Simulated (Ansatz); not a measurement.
# Tetragonal SnO monolayer in a perpendicular field, part 2 of 2

What dipole does a perpendicular field induce in the tetragonal SnO monolayer, and does the gap follow? A positive field points along +c.

Ansatz 0.2.0; plane-wave DFT, PBE-D3(BJ), Ansatz PAW.

So far. Step 2 (Relaxing the slab): The lattice constant a goes from 3.850 to 3.822 Å.

**3. Atoms held, field 0, start network**

A sawtooth potential applies the field, turning back in the middle of the vacuum. With the dipole correction the typed value is the field outside the slab. The induced dipole is small, so the SCF threshold is tight.

The cell differs from the one that the last finished run ended in (c 33.814 → 20.363 Å).

The input, input.yaml:

```yaml
crystal:
  lattice:
    - [3.8219413491, 0.0, 0.0]
    - [0.0, 3.8219413491, 0.0]
    - [0.0, 0.0, 20.3630379424]
  atoms:
    - { symbol: Sn, position: [0.5, 0.0, 0.441977274] }
    - { symbol: O, position: [0.0, 0.0, 0.5] }
    - { symbol: O, position: [0.5, 0.5, 0.5] }
    - { symbol: Sn, position: [0.0, 0.5, 0.558022726] }
kpoints:
  mp_grid: { grid: [12, 12, 1] }
  band_path:
    path: [[0, 0, 0], [0.5, 0, 0], [0.5, 0.5, 0], [0, 0, 0]]
    npoints: 16
hamiltonian:
  xc: pbe
  dispersion: d3bj
scf:
  occupations: { method: fermi_dirac, width: 0.02585 }
  convergence: { dr2_threshold: 1.0e-10 }
efield:
  axis: 3
  dipole_correction: true
  ramp_position: 0.97
  ramp_width: 0.06
  amplitude: 0
output:
  dos: { projected: true, e_range: [-6, 5] }
  write_potential: true
  write_density: true
  volumetric_format: npy
  elf: true
```

On the command line:

```
> ansatz run input.yaml --threads 2 --pin off --max-ram 3072MiB --backend cpu --events-out ev --progress --plain --runs-dir out
```

Numbers of over 12 decimals in the logs are rounded to 6 here.

Output:

```text
[...]
Crystal: 4 atoms, lattice volume = 297.448 Å³
Basis set: ecut = 420 eV, 5813 PW (Γ)
Bands: 24, of which v1, the nominal top of the filled ones, is band 20 counted from 1 (19 counted from 0)
Symmetry: 8 space group operations
k-points: 28 of 144
[...]
SCF iter   1: F=—  HF=-13183.812687 eV  |F-HF|=—  |Δ(HF+E_count)|=         —  Δρ=2.03e-3  dr2=3.03e-2  ethr=1.77e-3  p=0.000 e·Å  D=2.49e-14 V/Å  ΔV_dip=-0.00 eV  dr2_dipole=3.81e-10  V_vac-E_F(+/−)=3.62/3.62 eV  ⟨swp⟩=7.2  Hψ=3185  notcnv=0
efield: sawtooth ramp at fractional position 0.9700 (set: `efield.ramp_position`, or a place that a band, a saddle search or an elastic batch's reference lends), width 0.0600; the density the first Hamiltonian is built on has a dipole p = 0.000 e·Å; the dipole correction subtracts the counter field D = 2.49e-14 V/Å, which shifts the + side's vacuum level by -0.00 eV against the − side's; the planar-averaged density in the ramp window peaks in size at 2.0e-5 e/Å³
[...]
SCF iter   2: F=—  HF=-13183.812816 eV  |F-HF|=—  |Δ(HF+E_count)|=   1.29e-4  Δρ=2.25e-3  dr2=1.60e-2  ethr=7.56e-5  p=0.000 e·Å  D=6.76e-6 V/Å  ΔV_dip=-0.00 eV  dr2_dipole=1.12e-9  V_vac-E_F(+/−)=3.84/3.84 eV  ⟨swp⟩=4.8  Hψ=1821  notcnv=0
[...]
SCF iter  10: F=-13183.812018 eV  HF=-13183.812018 eV  |F-HF|=3.64e-12  |Δ(HF+E_count)|=  1.64e-11  Δρ=2.73e-8  dr2=1.80e-12  ethr=1.00e-12  p=-0.000 e·Å  D=-9.38e-9 V/Å  ΔV_dip=0.00 eV  dr2_dipole=2.36e-15  V_vac-E_F(+/−)=3.86/3.86 eV  ⟨swp⟩=5.1  Hψ=1922  notcnv=0
SCF 1 converged in 10 iterations: F = -13183.812018 eV  dr2 = 1.80e-12
[...]
NSCF: frozen V_eff on 49 k-points
efield: sawtooth ramp at fractional position 0.9700 (kept from the solve that this one continues, or follows in the run), width 0.0600; the density the first Hamiltonian is built on has a dipole p = -0.000 e·Å; the dipole correction subtracts the counter field D = -9.38e-9 V/Å, which shifts the + side's vacuum level by +0.00 eV against the − side's; the planar-averaged density in the ramp window peaks in size at 2.4e-6 e/Å³
[...]
SCF converged after 10 iterations
Free energy (F): -13183.812018 eV
[...]
Internal energy: -13183.812018 eV  (E = F + TS)
E sigma→0 (E₀):  -13183.812018 eV
Fermi energy:    -0.506486 eV
Dipole field:    D = 0.000000 V/Å  (p = 0.000000 e·Å, saw-weighted, corrected)
Work function:   Φ+ = 3.8572 eV   Φ− = 3.8572 eV
Levels:          The Fermi level and band energies are counted from a zero that moves with the ramp; work functions are not
[...]
--- Band table (eV; the first three rows and the last of 28) ---
  k-point 0: bands = [... 16 lower, -4.1071, -3.7023, -3.7023, -2.0973, 1.0693, 1.1554, 3.2046, 3.2435]
  k-point 1: bands = [... 16 lower, -4.2016, -3.7637, -3.6811, -2.0875, 1.2346, 1.2983, 3.1759, 3.3206]
  k-point 2: bands = [... 16 lower, -4.3818, -3.9406, -3.6449, -2.0663, 1.6673, 1.6694, 2.5814, 3.5429]
  k-point 27: bands = [... 16 lower, -3.0577, -3.0577, -2.7251, -2.7251, 1.0744, 1.0744, 3.1831, 3.1831]
```

Wall time 41 s (2 threads of Intel Xeon at 2.50GHz (Skylake/Cascade Lake), shared host); peak memory 0.59 GiB; 65 s of CPU time.

The column dr2 measures how far the density is from self-consistency, as an energy; F and HF (Harris–Foulkes) agree once it is small.

Numbers from this step:

```yaml
gap_on_the_k_mesh: 3.055 eV
dipole_along_the_normal: 7.27e-8 e·Å
gap_along_the_path: 3.045 eV
smallest_direct_gap_along_the_path: 3.167 eV
ionisation_energy_upper_face: 5.402 eV
electron_affinity_upper_face: 2.357 eV
gap_the_smaller_of_path_and_mesh: 3.045 eV
```

Running mean over a fixed 2.7 Å (it still follows the layers) of the planar mean; the ramp of the sawtooth is left out. Table of electron's electrostatic potential energy less the Fermi level by z:

| z (Å) | electron's electrostatic potential energy less the Fermi level (eV) |
| --- | --- |
| 2.83 | 3.86 |
| 3.25 | 3.86 |
| 3.68 | 3.86 |
| 3.96 | 3.86 |
| 4.38 | 3.86 |
| 4.81 | 3.85 |
| 5.23 | 3.84 |
| 5.66 | 3.82 |
| 5.94 | 3.78 |
| 6.36 | 3.63 |
| 6.79 | 3.20 |
| 7.21 | 2.28 |
| 7.64 | 1.40 |
| 8.06 | 0.547 |
| 8.34 | -0.270 |
| 8.77 | -1.98 |
| 9.19 | -3.66 |
| 9.62 | -4.44 |
| 10.04 | -4.33 |
| 10.32 | -4.33 |
| 10.75 | -4.44 |
| 11.17 | -3.66 |
| 11.60 | -1.98 |
| 12.02 | -0.270 |
| 12.30 | 0.547 |
| 12.73 | 1.40 |
| 13.15 | 2.28 |
| 13.58 | 3.20 |
| 14.00 | 3.63 |
| 14.42 | 3.78 |
| 14.71 | 3.82 |
| 15.13 | 3.84 |
| 15.56 | 3.85 |
| 15.98 | 3.86 |
| 16.40 | 3.86 |
| 16.69 | 3.86 |
| 17.11 | 3.86 |
| 17.53 | 3.86 |

The density of states has structure finer than the step of the table below, so its rows give means over 0.2 eV, whole bins alone (the curve runs from -6 to 3.37 eV). Peaks (eV: height): -5.39: 4.12, -3.38: 3.80, -1.56: 17.9, 1.72: 9.76.

The density of states by energy, zero at the Fermi level of the run, which the smearing sets inside the gap; means over each step:

energy (eV), density of states (states/eV a cell) and a bar:
```
     -5.8        2.2 #############
     -5.6        3.1 ##################
     -5.4        3.5 ####################
     -5.2        2.8 ################
     -5.0        1.7 ##########
     -4.8        1.6 #########
     -4.6        1.9 ###########
     -4.4        2.0 ###########
     -4.2        1.8 ###########
     -4.0        1.9 ###########
     -3.8        1.9 ###########
     -3.6        1.8 ##########
     -3.4        2.9 #################
     -3.2        2.6 ###############
     -3.0        3.2 ##################
     -2.8        3.1 ##################
     -2.6        2.4 ##############
     -2.4        1.8 ##########
     -2.2        2.4 ##############
     -2.0        2.1 ############
     -1.8        2.3 #############
     -1.6        5.0 ############################
     -1.4        0.0 
     -1.2        0.0 
     -1.0        0.0 
     -0.8        0.0 
     -0.6        0.0 
     -0.4        0.0 
     -0.2        0.0 
      0.0        0.0 
      0.2        0.0 
      0.4        0.0 
      0.6        0.0 
      0.8        0.0 
      1.0        0.0 
      1.2        0.0 
      1.4        0.0 
      1.6        3.9 ######################
      1.8        5.2 ##############################
      2.0        3.0 #################
      2.2        2.7 ################
      2.4        3.0 #################
      2.6        1.5 #########
      2.8        1.4 ########
      3.0        1.5 ########
      3.2        0.9 #####
```

Projected DOS per atom over height of the atomic layer and energy from the Fermi level. Layers: Sn O2 Sn from below.

Values in states/eV, 22 rows by 3 columns, each cell a mean:
```
0.38 0.09 0.38
0.50 0.14 0.50
1.03 0.25 1.03
1.60 0.40 1.60
0.42 0.08 0.42
0.00 0.00 0.00
0.00 0.00 0.00
0.00 0.00 0.00
0.00 0.00 0.00
0.00 0.00 0.00
0.00 0.00 0.00
0.76 0.58 0.76
0.73 0.36 0.73
0.64 0.37 0.64
0.41 1.11 0.41
0.32 1.11 0.32
0.12 0.83 0.12
0.10 0.82 0.10
0.13 0.81 0.13
0.16 0.72 0.16
0.46 1.14 0.46
0.41 0.88 0.41
```
Columns: height of the atomic layer (Å) from 9 to 11.4; rows upwards: energy from the Fermi level (eV) from -5.96 to 3.31.

The electronic bands at the labelled points (eV, zero at the Fermi level of the run, which the smearing sets inside the gap):

| point | band 17 | band 18 | band 19 | band 20 | band 21 | band 22 | band 23 | band 24 |
| --- | --- | --- | --- | --- | --- | --- | --- | --- |
| Γ | -3.60 | -3.20 | -3.20 | -1.59 | 1.58 | 1.66 | 3.71 | 3.75 |
| halfway | -4.10 | -3.71 | -3.03 | -1.55 | 2.47 | 2.53 | 2.76 | 3.76 |
| X | -4.82 | -4.82 | -2.07 | -2.07 | 1.68 | 1.68 | 4.27 | 4.27 |
| halfway | -3.41 | -3.41 | -2.11 | -2.11 | 1.73 | 1.73 | 4.07 | 4.07 |
| M | -2.55 | -2.55 | -2.22 | -2.22 | 1.58 | 1.58 | 3.69 | 3.69 |
| halfway | -4.62 | -3.10 | -2.82 | -1.59 | 1.97 | 3.16 | 3.36 | 3.53 |
| Γ | -3.60 | -3.20 | -3.20 | -1.59 | 1.58 | 1.66 | 3.71 | 3.75 |

ELF in the ca plane at fractional y = 0.000, with atoms of Sn and O within 0.2 Å of it. It is the smooth field of the valence electrons, not physical close to the nuclei.

Ten even steps from '0' (0.00) to '9' (0.95), each cell a mean:
```
00000000000000000111148768620000000000000000
00000000000000246664225887410000000000000000
00000000000013689864322343100000000000000000
00000000000137999853112110000000000000000000
00000000000158999741001210000000000000000000
00000000000148999741001210000000000000000000
00000000000025899854222121000000000000000000
00000000000002478864323675300000000000000000
00000000000000012332137888510000000000000000
00000000000000000000158648620000000000000000
```
Columns run along c (16.0 Å, from fractional 0.08 to 0.86 of the cell), rows up along a (3.8 Å). Atoms in or near the plane, at fractional coordinates: Sn at (0.44, 0.50), O at (0.50, 0.00).

Electrostatic potential energy in the ca plane at fractional y = 0.000, with atoms of Sn and O within 0.2 Å of it. With pseudopotentials it is smooth inside the atoms' cores, unlike the true potential.

Values in eV, 6 rows by 16 columns, each cell a mean:
```
  3   3   3   3   3   3   2  -1 -15  -6   2   3   3   3   3   3
  3   3   3   3   3   3  -2 -14  -7   1   2   3   3   3   3   3
  3   3   3   3   3   3  -7   0 -11   1   2   3   3   3   3   3
  3   3   3   3   3   3  -7  -5 -11   1   2   3   3   3   3   3
  3   3   3   3   3   3   0 -11  -7   0   2   3   3   3   3   3
  3   3   3   3   3   3   2   0 -17  -8   2   3   3   3   3   3
```
Columns run along c (16.0 Å, from fractional 0.08 to 0.86 of the cell; values clipped at the 3rd and 97th percentile), rows up along a (3.8 Å). Atoms in or near the plane, at fractional coordinates: Sn at (0.44, 0.50), O at (0.50, 0.00).

Valence density in the ca plane at fractional y = 0.000, with atoms of Sn and O within 0.2 Å of it. It is the smooth field of the valence electrons, not physical close to the nuclei.

Values in units of 1e0 e/Å³, 6 rows by 16 columns, each cell a mean:
```
0.0 0.0 0.0 0.0 0.0 0.0 0.0 0.2 2.7 1.1 0.0 0.0 0.0 0.0 0.0 0.0
0.0 0.0 0.0 0.0 0.0 0.0 0.2 1.1 0.5 0.1 0.0 0.0 0.0 0.0 0.0 0.0
0.0 0.0 0.0 0.0 0.0 0.0 0.6 8.2 1.5 0.0 0.0 0.0 0.0 0.0 0.0 0.0
0.0 0.0 0.0 0.0 0.0 0.0 0.5 5.5 1.1 0.0 0.0 0.0 0.0 0.0 0.0 0.0
0.0 0.0 0.0 0.0 0.0 0.0 0.1 0.5 0.7 0.3 0.0 0.0 0.0 0.0 0.0 0.0
0.0 0.0 0.0 0.0 0.0 0.0 0.0 0.2 3.8 1.6 0.1 0.0 0.0 0.0 0.0 0.0
```
Columns run along c (16.0 Å, from fractional 0.08 to 0.86 of the cell), rows up along a (3.8 Å). Atoms in or near the plane, at fractional coordinates: Sn at (0.44, 0.50), O at (0.50, 0.00).

The gap is 3.05 eV, with the valence edge 5.40 eV and the conduction edge 2.36 eV under the upper vacuum level.

**4. Single point, field 0.1 V/Å**

Changes to input.yaml since step 3:

```diff
@@ -24,7 +24,6 @@
   dipole_correction: true
-  ramp_position: 0.97
-  ramp_width: 0.06
-  amplitude: 0
+  ramp_position: 0.9553
+  ramp_width: 0.0894
+  amplitude: 0.1
 output:
-  dos: { projected: true, e_range: [-6, 5] }
   write_potential: true
@@ -32,2 +31 @@
   volumetric_format: npy
-  elf: true
```

Output:

```text
[...]
Crystal: 4 atoms, lattice volume = 297.448 Å³
Basis set: ecut = 420 eV, 5813 PW (Γ)
Bands: 24, of which v1, the nominal top of the filled ones, is band 20 counted from 1 (19 counted from 0)
Symmetry: 8 space group operations
k-points: 28 of 144
[...]
--- Band table (eV; the first three rows and the last of 28) ---
  k-point 0: bands = [... 16 lower, -4.1080, -3.7032, -3.7032, -2.0984, 1.0476, 1.1716, 2.9069, 3.4847]
  k-point 1: bands = [... 16 lower, -4.2026, -3.7647, -3.6821, -2.0885, 1.2072, 1.3197, 2.9730, 3.2495]
  k-point 2: bands = [... 16 lower, -4.3828, -3.9416, -3.6460, -2.0671, 1.6127, 1.7163, 2.5787, 3.2406]
  k-point 27: bands = [... 16 lower, -3.0603, -3.0570, -2.7506, -2.7013, 1.0730, 1.0730, 3.1824, 3.1825]
[key lines of the parts left out:]
SCF converged after 13 iterations
Free energy (F): -13183.813986 eV
Fermi energy:    -0.507817 eV
Dipole field:    D = 0.023952 V/Å  (p = 0.039371 e·Å, saw-weighted, corrected)
```

Elapsed: 40 s, on 2 threads; peak memory 0.57 GiB.

The dipole is 0.0394 e·Å, and the gap 3.044 eV.

**5. Atoms held, field -0.1 V/Å**

Changes to input.yaml since step 4:

```diff
@@ -26,3 +26,3 @@
   ramp_width: 0.0894
-  amplitude: 0.1
+  amplitude: -0.1
 output:
```

Output:

```text
[...]
Crystal: 4 atoms, lattice volume = 297.448 Å³
Basis set: ecut = 420 eV, 5813 PW (Γ)
Bands: 24, of which v1, the nominal top of the filled ones, is band 20 counted from 1 (19 counted from 0)
Symmetry: 8 space group operations
k-points: 28 of 144
[...]
--- Band table (eV; the first three rows and the last of 28) ---
  k-point 0: bands = [... 16 lower, -4.1080, -3.7032, -3.7032, -2.0984, 1.0476, 1.1716, 2.9069, 3.4847]
  k-point 1: bands = [... 16 lower, -4.2026, -3.7647, -3.6821, -2.0885, 1.2072, 1.3197, 2.9730, 3.2495]
  k-point 2: bands = [... 16 lower, -4.3828, -3.9416, -3.6460, -2.0671, 1.6127, 1.7163, 2.5787, 3.2406]
  k-point 27: bands = [... 16 lower, -3.0603, -3.0570, -2.7506, -2.7013, 1.0730, 1.0730, 3.1825, 3.1825]
[key lines of the parts left out:]
SCF converged after 13 iterations
Free energy (F): -13183.813986 eV
Fermi energy:    -0.507817 eV
Dipole field:    D = -0.023952 V/Å  (p = -0.039372 e·Å, saw-weighted, corrected)
```

Wall time 41 s (2 threads); peak memory 0.58 GiB; 70 s of CPU time.

The dipole is -0.0394 e·Å, and the gap 3.044 eV.

**6. Response, atoms held**

This step: plane-wave DFT, PBE-D3(BJ), Ansatz PAW; response to a field along the normal, atoms held (Ansatz 0.2.0).

The dipoles give the slope, and the difference of two potentials shows where the field is screened.

Numbers from this step:

| Item | Value |
| --- | --- |
| equivalent conductor thickness p/(ε₀AE) | 4.877 Å |
| distance between the outer atoms | 2.363 Å |

Dipole of the cell against applied field:

| applied field (V/Å) | dipole of the cell (e·Å) |
| --- | --- |
| -0.1000 | -0.0394 |
| 0.0000 | 7.3e-8 |
| 0.1000 | 0.0394 |

Local field over the applied field, running mean. From the potentials at -0.1 and 0.1 V/Å; running mean over 2.5 Å. Table of local field over applied field by z:

| z (Å) | local field over applied field |
| --- | --- |
| 4.10 | 0.998 |
| 4.53 | 0.995 |
| 4.95 | 0.988 |
| 5.37 | 0.973 |
| 5.80 | 0.942 |
| 6.22 | 0.885 |
| 6.65 | 0.792 |
| 7.07 | 0.669 |
| 7.49 | 0.540 |
| 7.92 | 0.415 |
| 8.34 | 0.299 |
| 8.77 | 0.206 |
| 9.19 | 0.155 |
| 9.62 | 0.129 |
| 10.04 | 0.119 |
| 10.32 | 0.119 |
| 10.75 | 0.129 |
| 11.17 | 0.155 |
| 11.60 | 0.206 |
| 12.02 | 0.299 |
| 12.44 | 0.415 |
| 12.87 | 0.540 |
| 13.29 | 0.669 |
| 13.72 | 0.792 |
| 14.14 | 0.885 |
| 14.57 | 0.942 |
| 14.99 | 0.973 |
| 15.41 | 0.988 |
| 15.84 | 0.995 |
| 16.26 | 0.998 |

Electrons, planar mean, per unit field. Table of induced electron density by z:

z (Å), induced electron density (e/Å³ per V/Å) and a bar from the least value:
```
     4.10    0.00001 ###############
     4.38    0.00002 ###############
     4.81    0.00004 ###############
     5.09    0.00008 ###############
     5.37    0.00013 ################
     5.80    0.00029 ################
     6.08    0.00048 #################
     6.36    0.00078 ###################
     6.79    0.00148 #######################
     7.07    0.00213 ##########################
     7.35    0.00276 #############################
     7.78    0.00293 ##############################
     8.06    0.00199 #########################
     8.34    0.00049 #################
     8.77    0.00024 ################
     9.05    0.00071 ###################
     9.33    0.00073 ###################
     9.76    0.00001 ###############
    10.04   -0.00079 ###########
    10.32    0.00079 ###################
    10.61   -0.00001 ###############
    11.03   -0.00073 ###########
    11.31   -0.00071 ###########
    11.60   -0.00024 ##############
    12.02   -0.00049 #############
    12.30   -0.00199 #####
    12.59   -0.00293 
    13.01   -0.00276 #
    13.29   -0.00213 ####
    13.58   -0.00148 #######
    14.00   -0.00078 ###########
    14.28   -0.00048 #############
    14.57   -0.00029 ##############
    14.99   -0.00013 ##############
    15.27   -0.00008 ###############
    15.56   -0.00004 ###############
    15.98   -0.00002 ###############
    16.26   -0.00001 ###############
```

The smaller of the gaps on the path and on the k-mesh, counted as 0 under 0.03 eV; in a wide-gap layer a fall can come from a state in the tilted vacuum. The gap stays at 3.04 eV for applied field from -0.1 to 0.1 V/Å.

By hand: between -0.1 and 0.1 V/Å the dipole changes by 0.07874 e·Å, a slope of 0.3937 e·Å²/V. A perfect conductor of thickness t has p = ε₀AEt, so t = 180.95 × 0.3937 / 14.607 = 4.88 Å (e/ε₀ = 180.95 V·Å, A in Å²).

The induced dipole is that of a conductor 4.88 Å thick.

**7. Summary of results**

```yaml
gap_without_field: 3.05 eV
ionisation_energy_upper_face: 5.40 eV
electron_affinity_upper_face: 2.36 eV
equivalent_conductor_thickness_atoms_held: 4.88 Å
```

What this shows: The induced dipole equals that of a perfect conductor 4.88 Å thick, while the outer atoms lie 2.36 Å apart; an out-of-plane ε follows only once a thickness t is chosen, by 1 − 1/ε = 4.88 Å / t. The gap stays within 0.01 eV of 3.05 eV over the fields run, up to 0.1 V/Å in size. Semilocal functionals give gaps that are too small, and excitons are not included. Spin-orbit coupling is left out, which matters for the bands of elements this heavy.

[Logs are printed without paths, hosts, clocks, repeated set-up lines and the standing remarks that a program may print on its own settings, such as how far it seeks lower states.]

[Hosts, paths, dates, database ids (printed as entryN), source tags and the programs' standing remarks are cut or masked in the printed files.]

[Maps of the electrostatic potential energy from Ansatz leave out the sawtooth potential of an applied field or a dipole correction, so their vacuum need not be flat; planar profiles and work functions include it.]

[The density of states shown here was stored with 400 of the rows of the run's finer table, so its peaks can read low, often by over a quarter, or be missed, and its means over a window can be off by a tenth or more.]
